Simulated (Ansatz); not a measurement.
# Bands, cutoff and cost in G0W0 for ReS2 (P-1), part 2 of 2

Wanted: a G0W0 gap for ReS2 (P-1) that is converged in bands and cutoff, or an estimate of the limit.

Ansatz 0.2.0; G0W0 on LDA, plane waves, PAW. Known limits of the many-body steps: not at the basis limit; no spin polarisation; d states lean on the start; no spin-orbit coupling; coarse k mesh.

So far. Step 4 (1266 empty bands, screening to 120 eV): Against the run with 4×4×2 mesh, 588 empty bands, screening to 72 eV, the gap moves by +0.04 eV. Step 5 (Changing the k mesh: 2×2×2 mesh, 588 empty bands …): Against the run with 4×4×2 mesh, 588 empty bands, screening to 72 eV, the gap moves by +0.017 eV.

## (6) Changing the frequency model: 4×4×2 mesh, 588 empty bands, screening to 72 eV, plasmon pole

A plasmon pole stands in for the full frequency dependence of the screening; this run shows what that costs in accuracy.

input.yaml

```yaml
crystal:
  lattice:
    - [6.2989537538, -0.0064690069, -0.0061704143]
    - [3.0875081787, 5.6095759146, 0.0084317581]
    - [0.1127224795, 3.3474890922, 12.0062549011]
  atoms:
    - { symbol: Re, position: [0.1875100552, 0.0651746713, 0.2459763082] }
    - { symbol: Re, position: [0.3124637296, 0.4347390015, 0.2540117522] }
    - { symbol: Re, position: [0.7617311051, 0.0364121193, 0.2487565415] }
    - { symbol: Re, position: [0.6875362704, 0.5652609985, 0.7459882478] }
    - { symbol: Re, position: [0.8124899448, 0.9348253287, 0.7540236918] }
    - { symbol: Re, position: [0.2617566394, 0.5364955989, 0.7487692238] }
    - { symbol: Re, position: [0.7382433606, 0.4635044011, 0.2512307762] }
    - { symbol: Re, position: [0.2382688949, 0.9635878807, 0.7512434585] }
    - { symbol: S, position: [0.9062850574, 0.7128829001, 0.1521539481] }
    - { symbol: S, position: [0.6014586977, 0.7791571105, 0.8796750014] }
    - { symbol: S, position: [0.3640404329, 0.7527485837, 0.1385838764] }
    - { symbol: S, position: [0.1446810164, 0.7217054365, 0.8943922345] }
    - { symbol: S, position: [0.355347307, 0.778372552, 0.6056207338] }
    - { symbol: S, position: [0.1359336467, 0.7471646723, 0.3614074599] }
    - { symbol: S, position: [0.6359595671, 0.2472514163, 0.8614161236] }
    - { symbol: S, position: [0.8640663533, 0.2528353277, 0.6385925401] }
    - { symbol: S, position: [0.1014236229, 0.2790804037, 0.3796592305] }
    - { symbol: S, position: [0.5936917038, 0.7870287413, 0.3478334998] }
    - { symbol: S, position: [0.0937149426, 0.2871170999, 0.8478460519] }
    - { symbol: S, position: [0.4063082962, 0.2129712587, 0.6521665002] }
    - { symbol: S, position: [0.8553189836, 0.2782945635, 0.1056077655] }
    - { symbol: S, position: [0.644652693, 0.221627448, 0.3943792662] }
    - { symbol: S, position: [0.3985413023, 0.2208428895, 0.1203249986] }
    - { symbol: S, position: [0.8985763771, 0.7209195963, 0.6203407695] }
kpoints:
  mp_grid: { grid: [4, 4, 2] }
hamiltonian:
  xc: lda
scf:
  occupations: { method: fixed }
gw:
  n_empty_bands: 588
  ecut_chi: 72
  qp_bands: [v2, c2]
  qp_kpoints: band_edges
  screening: { model: godby_needs }
```

Started as:

```console
$ ansatz run input.yaml --threads 32 --pin off --max-ram 82944MiB --backend cuda --events-out ev --progress --plain --runs-dir out --devices 1 --max-vram 78GiB
```

Numbers of over 12 decimals in the logs are rounded to 6 here.

What it wrote:

```text
GPUs: using 1 of 1 available (devices: 1).
[...]
Crystal: 24 atoms, lattice volume = 424.237 Å³
Basis set: ecut = 420 eV, 8317 PW (Γ)
Bands: 132, of which v1, the nominal top of the filled ones, is band 108 counted from 1 (107 counted from 0)
Symmetry: 2 space group operations
[...]
k-points: 20 of 32
[...]
7   108     10.7913   -20.3616     1.7791   -18.8566  0.7895    11.0652    11.0656  root
     7   109     12.4550   -16.0008    -3.2399   -20.1391  0.7948    13.3564    13.3534  root
[...]
19   107     10.4682   -20.8498     1.9530   -19.1777  0.7890    10.7488    10.7492  root
    19   108     10.4682   -20.8498     1.9530   -19.1777  0.7890    10.7488    10.7492  root
    19   109     12.4555   -16.3228    -3.1958   -20.4301  0.7950    13.3699    13.3669  root
    19   110     12.4555   -16.3228    -3.1958   -20.4301  0.7950    13.3699    13.3669  root
[key lines of the parts left out:]
SCF converged after 9 iterations
Free energy (F): -98789.398263 eV
```

Wall time 57 s (1 × NVIDIA GB200 (shared by 2 runs) with 32 threads of Arm Neoverse V2, shared host); peak memory 4.9 GiB.

Numbers from this step:

- bands summed: 696
- plasmon-pole fit frequency: 26.50 eV
- RPA ε∞ on this mesh (eigenvalues): 6.384, 14.52, 15.47
- plane waves in the screening matrix: 609
- G0W0 gap on the mesh: 1.680 eV
- k of the valence top: 0, 0, 0
- k of the conduction bottom: 0, 0, 0
- starting gap on the mesh: 1.206 eV
- least direct G0W0 gap on the computed points: 1.680 eV

Against the run with 4×4×2 mesh, 588 empty bands, screening to 72 eV, the gap moves by +0.03 eV.

## (7) Changing the files: 4×4×2 mesh, 588 empty bands, screening to 72 eV, hard PAW files

Other atomic data (hard PAW) test the pseudisation: the cutoff goes from 420 to 560 eV and the valence electrons from 216 to 328, which opens shells that were frozen.

Changes to input.yaml since step 6:

```diff
@@ -34,2 +34,3 @@
   xc: lda
+  pseudopotentials: { kind: paw, source: ansatz }
 scf:
@@ -41,2 +42,2 @@
   qp_kpoints: band_edges
-  screening: { model: godby_needs }
+  screening: { model: contour_deformation }
```

What it wrote:

```text
GPUs: using 1 of 1 available (devices: 1).
[...]
Crystal: 24 atoms, lattice volume = 424.237 Å³
Basis set: ecut = 560 eV, 12777 PW (Γ)
Bands: 197, of which v1, the nominal top of the filled ones, is band 164 counted from 1 (163 counted from 0)
Symmetry: 2 space group operations
[...]
k-points: 20 of 32
[...]
7   164     11.9598   -20.3717     1.7750   -18.8657  0.7556    12.2278    12.2287  root
     7   165     13.6240   -16.0077    -3.2816   -20.1464  0.7594    14.4951    14.4811  root
[...]
19   163     11.6366   -20.8602     1.9566   -19.1861  0.7513    11.9178    11.9191  root
    19   164     11.6366   -20.8602     1.9566   -19.1861  0.7513    11.9178    11.9191  root
    19   165     13.6243   -16.3234    -3.2380   -20.4312  0.7584    14.5085    14.4941  root
    19   166     13.6243   -16.3234    -3.2380   -20.4312  0.7584    14.5085    14.4941  root
[key lines of the parts left out:]
SCF converged after 13 iterations
Free energy (F): -164128.500080 eV
```

Run time: 1.9 min. Hardware: 1 × NVIDIA GB200 (shared by 2 runs) with 32 threads; peak memory 7.4 GiB.

This step gave:

| Property | Result |
| --- | --- |
| bands summed | 752 |
| RPA ε∞ on this mesh (eigenvalues) | 6.383, 14.53, 15.47 |
| plane waves in the screening matrix | 609 |
| G0W0 gap on the mesh | 1.646 eV |
| k of the valence top | 0, 0, 0 |
| k of the conduction bottom | 0, 0, 0 |
| starting gap on the mesh | 1.206 eV |
| least direct G0W0 gap on the computed points | 1.646 eV |

Against the run with 4×4×2 mesh, 588 empty bands, screening to 72 eV, the gap moves by +0.000 eV.

## (8) Convergence and cost

Times are wall times on 1 × NVIDIA GB200 (shared by 2 runs) with 32 threads of Arm Neoverse V2, shared host, good to a factor of about two.

```
 mesh        files            frequency  bands summed  cutoff (eV)  start (eV)  G0W0 (eV)     time  host memory (GiB)
4×4×2  default PAW  contour deformation           316           36       1.206      1.602     30 s                2.9
4×4×2  default PAW  contour deformation           696           72       1.206      1.646     60 s                4.9
4×4×2  default PAW  contour deformation          1374          120       1.206      1.682  3.7 min                 10
2×2×2  default PAW  contour deformation           696           72       1.206      1.663     10 s                2.6
4×4×2  default PAW         plasmon pole           696           72       1.206      1.680     57 s                4.9
4×4×2     hard PAW  contour deformation           752           72       1.206      1.646  1.9 min                7.4
```

## (9) Outcome

| Quantity | Value |
| --- | --- |
| 316 bands, 36 eV | 1.602 eV |
| 696 bands, 72 eV | 1.646 eV |
| 1374 bands, 120 eV | 1.682 eV |
| estimated limit in bands and cutoff | 1.72 eV |
| mesh and start | 4×4×2, LDA |

In words: A line in one over the bands through the two highest rungs gives 1.72 eV, +0.04 eV from the top rung; the pair below gives 1.68 eV, so the estimate is still climbing. The rungs stand 0.12 eV (316 bands), 0.07 eV (696 bands) and 0.04 eV (1374 bands) from it. From 316 to 1374 bands the gap moves by +0.08 eV while the time grows 7.6-fold. On the 2×2×2 mesh in place of 4×4×2 the gap differs by +0.02 eV, of which +0.001 eV is already in the start. The plasmon-pole model gives +0.03 eV against contour deformation, 8 % of the correction, and saved no time in this program. Hard PAW files move the gap by +0.00 eV at equal bands and cutoff, +0.001 eV of it in the start. The cheapest rung within 0.1 eV of this estimate is that with 696 bands (60 s). The runs have no spin polarisation. For a closed low-spin shell that is the natural state; where a d or f shell is open it is a constraint, and the gap is then not the crystal's own. With d states at the gap, one-shot GW leans hard on its start. The many-body steps are scalar-relativistic: spin-orbit coupling is not in them.

[Paths, hosts, dates, memory and timing lines, banners, echoed tables and standing remarks are left out of the program output.]

[Logs are printed without paths, hosts, clocks, repeated set-up lines and the standing remarks that a program may print on its own settings, such as how far it seeks lower states.]

[Runs of the session that timed out or met a known fault of the program may be left out.]

[Cells called generated may have been cut or substituted from an entry of the Crystallography Open Database or the Materials Project.]

[Hosts, paths, dates, database ids (printed as entryN), source tags and the programs' standing remarks are cut or masked in the printed files.]
